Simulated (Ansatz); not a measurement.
# ZnIn2 (built on the sites of a database entry of MgB2): following an unstable mode

Which phase does ZnIn2 (built on the sites of a database entry of MgB2) fall into along its unstable mode, and how much energy does it gain?

Calculated with Ansatz 0.2.0; DFT PBEsol, scalar-relativistic, plane waves, norm-conserving pseudopotentials.

The structure was built from a prototype and need not be the compound's stable phase.

## 1. Set-up

It takes space group P6/mmm (No. 191, hexagonal). Conventional cell: a = 5.149 Å, b = 5.149 Å, c = 2.990 Å, α = 90.00°, β = 90.00°, γ = 120.00°. Zn has 2 Zn at 2.99 Å and 12 In at 3.33 Å nearest. In has 5 In at 2.97 to 2.99 Å and 6 Zn at 3.33 Å nearest. Farther neighbours are not listed.

## 2. Phonons on a q mesh

The cell comes from relaxations at this level that are not shown. The mesh has a single point along some directions, so zone-edge points there are not solved. Linear response on a 1×1×2 q mesh gives force constants as far as a supercell of that size would.

File input.yaml:

```yaml
crystal:
  lattice:
    - [5.149492037, 4.0657e-06, 0.0]
    - [-2.5747495395, 4.4595888878, 0.0]
    - [0.0, 0.0, 2.9900494017]
  atoms:
    - { symbol: Zn, position: [0.0, 0.0, 0.0] }
    - { symbol: In, position: [0.3333333333, 0.6666666667, 0.5] }
    - { symbol: In, position: [0.6666666667, 0.3333333333, 0.5] }
kpoints:
  mp_grid: { grid: [12, 12, 16] }
hamiltonian:
  xc: pbesol
  pseudopotentials: { kind: nc }
scf:
  occupations: { method: methfessel_paxton, width: 0.2 }
output:
  eigenvalues: true
phonons:
  method: dfpt
  qmesh: [1, 1, 2]
  temperatures: { t_max: 1000, t_step: 50 }
  qpath:
    path:
      - [[0.0, 0.0, 0.0], [0.5, 0.0, 0.0], [0.33333333, 0.33333333, 0.0], [0.0, 0.0, 0.0], [0.0, 0.0, 0.5], [0.5, 0.0, 0.5], [0.33333333, 0.33333333, 0.5], [0.0, 0.0, 0.5]]
      - [[0.5, 0.0, 0.5], [0.5, 0.0, 0.0]]
      - [[0.33333333, 0.33333333, 0.5], [0.33333333, 0.33333333, 0.0]]
    npoints: 10
```

Command:

```bash
$ ansatz run input.yaml --threads 8 --pin off --max-ram 14336MiB --backend cpu --events-out ev --progress --plain --runs-dir out
```

Numbers of over 12 decimals in the logs are rounded to 6 here.

The program printed:

```text
Warning: phonons: the dynamical matrix that this run interpolates holds no multipole term above the dipole-dipole one, and a site of this crystal is no centre of inversion, so its interpolated transverse optical and acoustic branches and sound speeds can stay off near Gamma, and the density of states and the thermodynamics with them. What a run solves at a wave vector of phonons.qpoints, Gamma apart, where the deck admits one, is free of this, and under fd what a larger phonons.supercell samples
Engine: ansatz 0.2.0, aarch64-unknown-linux-gnu
Pseudopotentials: kind: nc
Pseudopotential: Zn, nc, valence charge 20, recommended cutoff 1142.878222 eV (normal), Zn.nc.azcp (PseudoDojo's, or run here from an input of PseudoDojo's: the run reads no file of this project's for it)
Pseudopotential: In, nc, valence charge 13, recommended cutoff 952.398519 eV (normal), In.nc.azcp (PseudoDojo's, or run here from an input of PseudoDojo's: the run reads no file of this project's for it)
Functional definition: PBEsol
  exchange = pbesol_x
  correlation = pbesol_c
Crystal: 3 atoms, lattice volume = 68.665 Å³
Basis set: ecut = 1142.878222 eV, 6035 PW (Γ), exchange–correlation on 120×120×72 points (8 copies of the dense FFT grid, shifted against one another)
Bands: 28, of which v1, the nominal top of the filled ones, is band 23 counted from 1 (22 counted from 0)
Symmetry: 24 space group operations
k-points: 171 of 2304
Non-local potential: Zn, projectors of the file, l = 0: 2, l = 1: 2, l = 2: 2
Non-local potential: In, projectors of the file, l = 0: 2, l = 1: 2, l = 2: 2
Initial density: superposition of atomic densities (chi_scale 0.1, normalization cell, long waves kept (reshape's long-wave potential 0.00 eV rms))
Initial wavefunctions: pseudopotential atomic-orbital guess
Functional: x = pbesol(κ = 0.804, μ = 0.123457), c = pbesol(β = 0.046)
SCF iter   1: F=—  HF=-9292.566672 eV  |F-HF|=—  |Δ(HF+E_count)|=         —  Δρ=2.07e-2  dr2=3.52e-1  ethr=3.10e-3  ⟨swp⟩=5.2  Hψ=18474  notcnv=0
preconditioner: auto → Kerker (q_TF=auto, 2.552 Å⁻¹)  [metal: Δε(μ)=0.009 eV  Ē_g=13.606 eV  σ=0.200 eV  W_gap=0.04  n_scr=26 (ndim 8)  ℏωp=27.6 eV  f_vac=0.000  D(μ)=1.05/eV (n_scr^D=6)]
SCF iter   2: F=—  HF=-9292.473497 eV  |F-HF|=—  |Δ(HF+E_count)|=   9.32e-2  S|Δr|=    0.00e0  Δρ=1.22e-2  dr2=1.24e-1  ethr=7.65e-4  ⟨swp⟩=1.0  Hψ=6176  notcnv=0
SCF iter   3: F=—  HF=-9292.437208 eV  |F-HF|=—  |Δ(HF+E_count)|=   3.63e-2  S|Δr|=    0.00e0  Δρ=3.91e-3  dr2=4.97e-3  ethr=2.70e-4  ⟨swp⟩=2.2  Hψ=6896  notcnv=0  defer=1
SCF iter   4: F=—  HF=-9292.437322 eV  |F-HF|=—  |Δ(HF+E_count)|=   1.14e-4  S|Δr|=    0.00e0  Δρ=2.19e-3  dr2=1.50e-3  ethr=1.08e-5  ⟨swp⟩=2.2  Hψ=7892  notcnv=0  defer=3
SCF iter   5: F=—  HF=-9292.436861 eV  |F-HF|=—  |Δ(HF+E_count)|=   4.61e-4  S|Δr|=    0.00e0  Δρ=6.24e-4  dr2=1.00e-4  ethr=3.27e-6  ⟨swp⟩=2.4  Hψ=8325  notcnv=0  defer=4
SCF iter   6: F=—  HF=-9292.436854 eV  |F-HF|=—  |Δ(HF+E_count)|=   7.43e-6  S|Δr|=    0.00e0  Δρ=2.69e-4  dr2=2.75e-5  ethr=2.18e-7  ⟨swp⟩=2.6  Hψ=8372  notcnv=0  defer=4
SCF iter   7: F=—  HF=-9292.436842 eV  |F-HF|=—  |Δ(HF+E_count)|=   1.17e-5  S|Δr|=    0.00e0  Δρ=5.98e-5  dr2=1.56e-6  ethr=5.97e-8  ⟨swp⟩=2.1  Hψ=7588  notcnv=0  defer=4
SCF iter   8: F=—  HF=-9292.436579 eV  |F-HF|=—  |Δ(HF+E_count)|=   2.63e-4  S|Δr|=    0.00e0  Δρ=2.14e-5  dr2=1.88e-7  ethr=3.40e-9  ⟨swp⟩=3.3  Hψ=11740  notcnv=0  defer=8
SCF iter   9: F=—  HF=-9292.436579 eV  |F-HF|=—  |Δ(HF+E_count)|=   7.31e-8  S|Δr|=    0.00e0  Δρ=3.76e-6  dr2=2.98e-9  ethr=4.09e-10  ⟨swp⟩=2.0  Hψ=8659  notcnv=0  defer=8
SCF iter  10: F=—  HF=-9292.436579 eV  |F-HF|=—  |Δ(HF+E_count)|=  2.58e-10  S|Δr|=    0.00e0  Δρ=1.63e-6  dr2=8.23e-10  ethr=6.47e-12  ⟨swp⟩=3.1  Hψ=9333  notcnv=0  defer=8
SCF iter  11: F=—  HF=-9292.436579 eV  |F-HF|=—  |Δ(HF+E_count)|=  2.93e-10  S|Δr|=    0.00e0  Δρ=3.43e-7  dr2=4.17e-11  ethr=1.79e-12  ⟨swp⟩=2.0  Hψ=8278  notcnv=0  defer=8
SCF iter  12: F=-9292.436579 eV  HF=-9292.436579 eV  |F-HF|=3.64e-12  |Δ(HF+E_count)|=  1.27e-11  S|Δr|=    0.00e0  Δρ=3.19e-8  dr2=4.11e-13  ethr=1.00e-12  ⟨swp⟩=12.6  Hψ=33048  notcnv=0
SCF 1 converged in 12 iterations: F = -9292.436579 eV  dr2 = 4.11e-13
Initial density: read from a saved state, or passed on in memory by an earlier SCF of this step, an earlier step, the calling program or the single point that the run made first
iter 1 solved again at ethr=7.65e-8 eV; its pass at ethr=3.10e-3 eV (dr2=3.52e-5 eV) is discarded
SCF iter   1: F=—  HF=-9292.436839 eV  |F-HF|=—  |Δ(HF+E_count)|=         —  Δρ=2.47e-6  dr2=7.89e-10  ethr=7.65e-8  ⟨swp⟩=5.6  Hψ=41295  notcnv=0
eigensolver tolerance schedule: the retry pair's looser diagonalisation over-reported the residual by 44561.49 of it (diagonalisation noise at an unbounded share of the residual, at the tolerance the schedule requests for it); recorded, not acted on — ethr = c·dr2/N_el stays at c = 1.0e-1
preconditioner: auto → Kerker (q_TF=auto, 2.552 Å⁻¹)  [metal: Δε(μ)=0.004 eV  Ē_g=14.007 eV  σ=0.200 eV  W_gap=0.02  n_scr=26 (ndim 8)  ℏωp=27.6 eV  f_vac=0.000  D(μ)=1.05/eV (n_scr^D=6)]
SCF iter   2: F=—  HF=-9292.436579 eV  |F-HF|=—  |Δ(HF+E_count)|=   2.60e-4  S|Δr|=    0.00e0  Δρ=1.57e-6  dr2=3.54e-10  ethr=1.72e-12  ⟨swp⟩=5.8  Hψ=18776  notcnv=0
SCF iter   3: F=—  HF=-9292.436579 eV  |F-HF|=—  |Δ(HF+E_count)|=  8.37e-11  S|Δr|=    0.00e0  Δρ=8.76e-7  dr2=9.37e-11  ethr=1.00e-12  ⟨swp⟩=2.1  Hψ=5980  notcnv=0
SCF iter   4: F=—  HF=-9292.436579 eV  |F-HF|=—  |Δ(HF+E_count)|=  2.18e-11  S|Δr|=    0.00e0  Δρ=5.47e-7  dr2=3.72e-11  ethr=1.00e-12  ⟨swp⟩=1.0  Hψ=4788  notcnv=0
SCF iter   5: F=—  HF=-9292.436579 eV  |F-HF|=—  |Δ(HF+E_count)|=  5.46e-12  S|Δr|=    0.00e0  Δρ=3.36e-7  dr2=1.40e-11  ethr=1.00e-12  ⟨swp⟩=1.0  Hψ=4789  notcnv=0
SCF iter   6: F=—  HF=-9292.436579 eV  |F-HF|=—  |Δ(HF+E_count)|=  1.82e-12  S|Δr|=    0.00e0  Δρ=2.99e-7  dr2=1.16e-11  ethr=1.00e-12  ⟨swp⟩=5.6  Hψ=13774  notcnv=0
SCF iter   7: F=-9292.436579 eV  HF=-9292.436579 eV  |F-HF|=5.46e-12  |Δ(HF+E_count)|=    0.00e0  S|Δr|=    0.00e0  Δρ=2.40e-7  dr2=7.51e-12  ethr=1.00e-12  ⟨swp⟩=2.0  Hψ=8517  notcnv=0
SCF 2 converged in 7 iterations: F = -9292.436579 eV  dr2 = 7.51e-12
phonons: the bands overlap, so this run is a metal and interpolates without the dipole-dipole term. If the crystal is really an insulator or semiconductor, its LO-TO splitting is missing
NSCF: frozen V_eff on 171 k-points
WARN: eigensolver did not converge (k=57): 1 band(s) unlocked after 2 eigensolves, warm-restarted (20 sweeps on the last) at ethr=2.09e-12 eV (storage-precision floor; scheduled 1.00e-12 eV) (lowest unlocked band 27, counted from 0; max residual 1.10e-5 eV among the unlocked bands, 1.10e-5 eV over every band; other slots of this pass that fall short are told together in one closing line; warning suppressed until the next SCF loop or pass starts)
WARN: eigensolver did not converge in 2 slots of this pass, the one above among them; of largest residual over every band (k=65): 1 band(s) unlocked (lowest unlocked band 27, counted from 0; max residual 8.73e-4 eV among the unlocked bands, 8.73e-4 eV over every band); of lowest unlocked band (k=57): band 27
NSCF: frozen V_eff on 666 k-points
DFPT response loops at q = (0, 0, 0) (fractional): preconditioner auto → Kerker (q_TF=auto, 2.552 Å⁻¹) (partly filled bands, converged f_vac=0.000); β = 1.00, the filter's whole step (`scf.mixing.beta` (0.50) is not read by the response loops under this deck's `scf.mixing.preconditioner`; to damp them name `kerker` or `kerker_dos`, under which they read `scf.mixing.beta`, and type it under 1.00, their step now; both keys bind the ground state too); Broyden in place of MSR1
NSCF: frozen V_eff on 1332 k-points
DFPT response loops at q = (0, 0, -0.5) (fractional): mixed as the last ones told, above
SCF converged after 12 iterations
Stability not checked: this state was not tested for a lower state beside it, because cold or Methfessel-Paxton smearing, or corrected tetrahedra, fill the levels in a way that the test cannot read (fill_not_monotonic; see scf.lower_state_search)
Free energy (F): -9292.436579 eV
Harris-Foulkes:  -9292.436579 eV  (|F-HF|=3.64e-12)
Internal energy: -9292.438849 eV  (E = F + TS)
E sigma→0 (E₀):  -9292.437146 eV
Entropy (-TS):   0.002270 eV (0.757 meV/atom)
Fermi energy:    11.068458 eV
--- Per-component energies (eV) ---
  E_band       = -613.288244
  E_kinetic    = 4778.528385
  E_local      = -8046.395694  (includes V_loc(G=0)·N_el)
  E_nonlocal   = -2102.541718
  E_hartree    = 3034.246730
  E_xc         = -1683.643472
  E_vxc        = -1311.372739  (∫ρ·V_xc dr)
  E_ewald      = -5272.633080
  E_smearing   = 0.002270  (= −TS)
  E_closure    = -0.000000  (closes the sum)
  Σ components = -9292.436579   (vs F -9292.436579, Δ=0.00e0)
--- Band table (eV; the first three rows and the last of 171) ---
  k-point 0: bands = [... 19 lower, 4.3088, 8.5483, 9.5511, 10.0059, 10.0059, 10.7854, 10.7854, 18.2153, ... 1 higher]
  k-point 1: bands = [... 19 lower, 4.2981, 8.6060, 9.6025, 10.0771, 10.0771, 10.8629, 10.8629, 17.2697, ... 1 higher]
  k-point 2: bands = [... 19 lower, 4.2681, 8.7814, 9.7575, 10.2883, 10.2883, 11.0930, 11.0930, 15.5812, ... 1 higher]
  k-point 170: bands = [... 19 lower, 8.0868, 8.0868, 9.1058, 9.1377, 9.1377, 9.9716, 15.7627, 16.9085, ... 1 higher]
--- Phonons (Γ-DFPT): 4 representative perturbations + reference (Σ response iterations 11) ---
  ASR residual: 2.627e-4 → 0.000e0 eV/Å²; symmetrization residual: 1.318e-4 eV/Å²
  ASR residual per site (eV/Å²): 2.63e-4 1.74e-4 1.74e-4
  Γ frequencies (cm⁻¹): -35.37 -25.41 0.00 0.00 0.00 59.98 59.98 122.53 122.53
--- Phonons (arbitrary-q DFPT): 2 irreducible q on the 1×1×2 mesh ---
  q = [0.0000, 0.0000, 0.0000] (star 1, of the zone-centre solve; hermiticity 7.90e-5, symmetrization 1.26e-6): -35.37 -25.41 -0.00 -0.00 -0.00 59.98 59.98 122.53 122.53
  q = [0.0000, 0.0000, -0.5000] (star 1, 4 solved perturbations in 1674 linear systems a pass and spin channel, the states on 666 of 2304 k-point pairs; hermiticity 1.38e-7, symmetrization 8.24e-8, the responses' own estimated error 1.2e-4 eV/Å²): -30.02 -30.02 41.49 41.49 57.35 106.91 106.91 127.02 147.35
  sum rule: each row above includes the acoustic sum rule's correction from the zone centre's row sums; it moved no ω² by more than (1.05 cm⁻¹)²
  mesh force constants: q→R imaginary residual 0.00e0; ASR residual 2.627e-4 → 0.000e0 eV/Å²; symmetrization residual 5.329e-15 eV/Å²
  interpolated dispersion: 93 rows × 9 modes
  density of states and harmonic sums: on the 14×14×22 q-mesh, interpolated from the force constants of a 1×1×2 supercell (no non-analytic term)
  largest difference from the sums on the solved wave vectors: F 7.39e-1 eV, S 9.92e-4 and C_V 2.54e-4 eV/K
  zero-point energy: 0.036939 eV/cell   skipped modes (ω ≤ 0): 218, of them read as no rigid motion or as one in doubt: 215 (5.619e-1 modes/cell left out, lowest -35.37 cm⁻¹)   left out of the sums: 6.25e-2 of the cell's modes: C_V's classical limit lies that fraction below 3 k_B per atom; for a crystal, a wire or a layer, F and S can be off by more, and a phonons.interpolated_qmesh denser along its periods is the remedy for the sampling
```

Elapsed: 5.1 min, on 8 threads of Arm Neoverse V2, shared host; peak memory 9.1 GiB; 39 min of CPU time.

Reading the cycles: dr2 is the Hartree energy of the density residual (eV), the measure of convergence; HF is the Harris–Foulkes estimate of the energy, which meets the free energy F at convergence.

Numbers from this step:

* volume per atom: 22.89 Å³
* gap on the k-mesh: 0 eV
* sum-rule residual before enforcement: 2.63e-4 eV/Å²
* point group: 6/mmm
* highest optical mode at the zone centre (no LO-TO term): 122.5 cm⁻¹
* lowest optical zone-centre mode: -35.37 cm⁻¹
* lowest mode on the q mesh (acoustic modes at Γ apart): -35.37 cm⁻¹
* highest frequency at a solved wavevector (no LO-TO term at Γ): 147.3 cm⁻¹

Frequencies (cm⁻¹) solved at each irreducible wavevector; negative means imaginary. Frequencies by wavevector, by row:

```csv
q in reciprocal lattice units,star,mode 1,mode 2,mode 3,mode 4,mode 5,mode 6,mode 7,mode 8,mode 9
0 0 0,1,-35.4,-25.4,0,0,0,60,60,122.5,122.5
0 0 -0.5,1,-30,-30,41.5,41.5,57.4,106.9,106.9,127,147.3
```

Symmetry leaves 2 wavevectors to solve. The lowest mode among them, the acoustic zeros apart, lies at Γ and is imaginary, 35.4i cm⁻¹, so the energy falls along it.

## 3. The mode frozen in, largest atomic shift 0 Å

The mode followed lies at q = (0, 0, -0.5) with frequency 30.0i cm⁻¹ and is 2-fold degenerate, one of the unstable modes though not the softest. At small amplitude the distorted cell has space group no. 63 by a symmetry search on the positions. The undistorted cell that holds it gives the zero of energy on the same k mesh.

System of this step: ZnIn2 (built on the sites of a database entry of MgB2). It takes space group P6/mmm (No. 191, hexagonal). The conventional cell has a = 5.149 Å, b = 5.149 Å, c = 2.990 Å, α = 90.00°, β = 90.00°, γ = 120.00°. Nearest to Zn lie 2 Zn at 2.99 Å and 12 In at 3.33 Å. In has 5 In at 2.97 to 2.99 Å and 6 Zn at 3.33 Å nearest. Farther neighbours are not listed.

File input.yaml:

```yaml
crystal:
  lattice:
    - [-2.5747424975, -4.4595929535, 0.0]
    - [-5.149492037, -4.0657e-06, 0.0]
    - [0.0, 0.0, -5.9800988035]
  atoms:
    - { symbol: Zn, position: [0.0, 0.0, 0.5] }
    - { symbol: Zn, position: [0.0, 0.0, 0.0] }
    - { symbol: In, position: [0.3333333333, 0.3333333333, 0.25] }
    - { symbol: In, position: [0.3333333333, 0.3333333333, 0.75] }
    - { symbol: In, position: [0.6666666667, 0.6666666667, 0.25] }
    - { symbol: In, position: [0.6666666667, 0.6666666667, 0.75] }
kpoints:
  mp_grid: { grid: [9, 9, 6] }
hamiltonian:
  xc: pbesol
  pseudopotentials: { kind: nc }
scf:
  occupations: { method: methfessel_paxton, width: 0.2 }
output:
  forces: true
  stress: true
  eigenvalues: true
```

The program printed:

```text
[...]
Crystal: 6 atoms, lattice volume = 137.331 Å³
Basis set: ecut = 1142.878222 eV, 12003 PW (Γ), exchange–correlation on 120×120×144 points (8 copies of the dense FFT grid, shifted against one another)
Bands: 56, of which v1, the nominal top of the filled ones, is band 46 counted from 1 (45 counted from 0)
Symmetry: 48 space group operations
[...]
k-points: 48 of 486
[...]
k-point 0: bands = [... 42 lower, 9.5511, 10.0053, 10.0053, 10.7848, 10.7848, 12.4623, 12.9372, 12.9372, ... 6 higher]
  k-point 1: bands = [... 42 lower, 9.6425, 10.1317, 10.1317, 10.9222, 10.9222, 11.3969, 12.3758, 12.5722, ... 6 higher]
  k-point 2: bands = [... 42 lower, 9.9188, 10.3187, 10.5023, 10.5023, 11.3275, 11.3275, 11.4513, 11.8289, ... 6 higher]
  k-point 47: bands = [... 42 lower, 6.1753, 6.1753, 13.1772, 13.1772, 13.7922, 13.7922, 13.7922, 13.7922, ... 6 higher]
[key lines of the parts left out:]
SCF converged after 9 iterations
Free energy (F): -18584.862001 eV
Fermi energy:    11.064358 eV
P = ⅓ Tr σ = 0.0383 GPa (0.383 kbar)
```

Wall time 8.9 s (8 threads); peak memory 1.9 GiB.

Numbers from this step:

```
pressure                         : 0.03831 GPa
energy from the undistorted cell : 0 meV/atom
```

The run ends at a pressure of 0.04 GPa.

## 4. The mode frozen in, largest atomic shift 0.45 Å

The atoms are moved along the unstable eigenvector, the largest shift by 0.45 Å, with the cell fixed.

input.yaml, the sections that differ from step 3:

```yaml
crystal:
  lattice:
    - [-2.5747424975, -4.4595929535, 0.0]
    - [-5.149492037, -4.0657e-06, 0.0]
    - [0.0, 0.0, -5.9800988035]
  atoms:
    - { symbol: Zn, position: [0.0, 0.0, 0.5] }
    - { symbol: Zn, position: [0.0, 0.0, 0.0] }
    - { symbol: In, position: [0.4207205934, 0.3333333333, 0.25] }
    - { symbol: In, position: [0.2459460732, 0.3333333333, 0.75] }
    - { symbol: In, position: [0.7540539268, 0.6666666667, 0.25] }
    - { symbol: In, position: [0.5792794066, 0.6666666667, 0.75] }
# kpoints, hamiltonian, scf, output: as in step 3
```

The program printed:

```text
[...]
Crystal: 6 atoms, lattice volume = 137.331 Å³
Basis set: ecut = 1142.878222 eV, 12003 PW (Γ), exchange–correlation on 120×120×144 points (8 copies of the dense FFT grid, shifted against one another)
Bands: 56, of which v1, the nominal top of the filled ones, is band 46 counted from 1 (45 counted from 0)
Symmetry: 8 space group operations
[...]
k-points: 100 of 486
[...]
k-point 0: bands = [... 42 lower, 9.4783, 9.8711, 10.2384, 10.2681, 10.5396, 13.2067, 13.2331, 13.3978, ... 6 higher]
  k-point 1: bands = [... 42 lower, 9.5736, 9.9723, 10.3413, 10.3745, 10.6556, 11.8510, 12.4110, 12.9615, ... 6 higher]
  k-point 2: bands = [... 42 lower, 9.8609, 10.2342, 10.6103, 10.6218, 10.7617, 10.8078, 11.6569, 12.2520, ... 6 higher]
  k-point 99: bands = [... 42 lower, 6.7085, 6.7085, 11.9157, 11.9157, 13.4288, 13.4288, 13.9982, 13.9982, ... 6 higher]
[key lines of the parts left out:]
SCF converged after 9 iterations
Free energy (F): -18584.927659 eV
Fermi energy:    11.111633 eV
P = ⅓ Tr σ = 0.3426 GPa (3.426 kbar)
```

Run time: 17 s. Hardware: 8 threads; peak memory 2.6 GiB; 2.3 min of CPU time.

This step gave:

- pressure: 0.3426 GPa
- energy from the undistorted cell: -10.74 meV/atom

The energy, extrapolated to zero smearing, is -10.74 meV/atom against the undistorted cell.

The run ends at a pressure of 0.34 GPa, with forces up to 0.11 eV/Å.

## 5. Energy along the mode, all amplitudes (two of the runs are shown above)

An imaginary frequency means negative curvature, so the energy should fall and then rise again as anharmonic terms take over.

This step gave:

- depth at the lowest point sampled: 10.74 meV/atom
- largest atomic shift at that point: 0.45 Å

Energy from the parent against largest atomic shift:

```csv
largest atomic shift (Å),energy from the parent (meV/atom)
0.000,0
0.040,-0.14
0.080,-0.562
0.140,-1.72
0.220,-4.17
0.320,-7.91
0.450,-10.7
0.600,-5.46
```

Displacement at unit largest shift by atom:

```csv
atom,x (Å),y (Å),z (Å),size
Zn1,0.000,0.000,0.000,0.000
Zn2,0.000,0.000,0.000,0.000
In3,-0.500,-0.866,0.000,1.000
In4,0.500,0.866,0.000,1.000
In5,-0.500,-0.866,0.000,1.000
In6,0.500,0.866,0.000,1.000
```

The lowest of the steps tried is at 0.45 Å, 10.7 meV/atom below the parent; the bottom of the well need not coincide with a step.

(Part 1 of 3 ends here.)

[Logs are printed without paths, hosts, clocks, repeated set-up lines and the standing remarks that a program may print on its own settings, such as how far it seeks lower states.]

[Hosts, paths, dates, database ids (printed as entryN), source tags and the programs' standing remarks are cut or masked in the printed files.]
